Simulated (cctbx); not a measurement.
# Lattice, Laue class and space group of a new crystal

Cell: a = 7.9400 Å, b = 7.9400 Å, c = 4.0520 Å, α = 90.00°, β = 90.00°, γ = 90.00°. Expected content of the cell: Ba3 Ru4 Sr1 O12.

Simulated single-crystal data (cctbx): Cu Kα, λ = 1.54184 Å, to d = 0.83 Å, 95 % of the full sphere, strongest reflection 40000 counts, noise from counting, a 6 % proportional error and a noise floor of 15 counts (s.d.); no absorption.

Tests on the unmerged data give:

```text
1782 reflections to d = 0.835 A
centring   violations  <I/sigma> of those
    A        351 of   900      5.0
    B        355 of   894      5.1
    C        172 of   904      2.5
    I        349 of   900      5.0
    R        475 of  1182      4.9
    F        439 of  1349      4.2
Laue class    unique    Rint  (classes that these axes allow; Friedel mates merged)
P -1              937   0.036
P 1 2/m 1         508   0.044
P 1 1 2/m         543   0.046
P 2/m 1 1         508   0.043
P m m m           311   0.048
P 4/m             274   0.049
P 4/m m m         171   0.050
space group    extra absences  I>4sigma  <I/sigma>
P 4 2 2                 0          0         -  acentric
P 4 m m                 0          0         -  acentric
P -4 2 m                0          0         -  acentric
P -4 m 2                0          0         -  acentric
P 4/m m m               0          0         -  centric
Wilson B = 1.71 A^2   <|E^2-1|> = 1.374 (0.968 centric, 0.736 acentric)   E^2>4: 7.6 %
shell (A)         n   <I/sigma>
 7.94 - 1.67     29     16.1
 1.67 - 1.32     22     16.8
 1.32 - 1.16     20     16.0
 1.16 - 1.05     22     18.0
 1.05 - 0.98     19      9.2
 0.98 - 0.92     21     16.7
 0.92 - 0.87     16     14.6
 0.87 - 0.83     22     11.2
```

**Question.** What are the lattice type, the Laue class and the likely space group?

Every centring test has many violations, so the lattice is primitive.

Rint stays low (0.036 to 0.050) up to P 4/m m m, the highest class in these axes.

5 settings pass the absence test. No glide or screw absences show, which leaves P 4 2 2, P 4 m m, P -4 2 m, P -4 m 2 and P 4/m m m.

⟨|E²−1|⟩ = 1.374 is above even the centric ideal, a mark of pseudo-translation (a class of systematically weak reflections). The Wilson B of 1.71 Å² means U ≈ 0.0217 Å².

The true group is P4/mmm (no. 123), Laue class 4/mmm, centrosymmetric. The tables only narrow the choice to the tied entries; cell content, site symmetry and trial solutions must settle it.

The model was made for the exercise: a known structure type with other elements put in, its volume estimated, not relaxed; displacement parameters are assumed.

[Logs are printed without paths, hosts, clocks, repeated set-up lines and the standing remarks that a program may print on its own settings, such as how far it seeks lower states.]
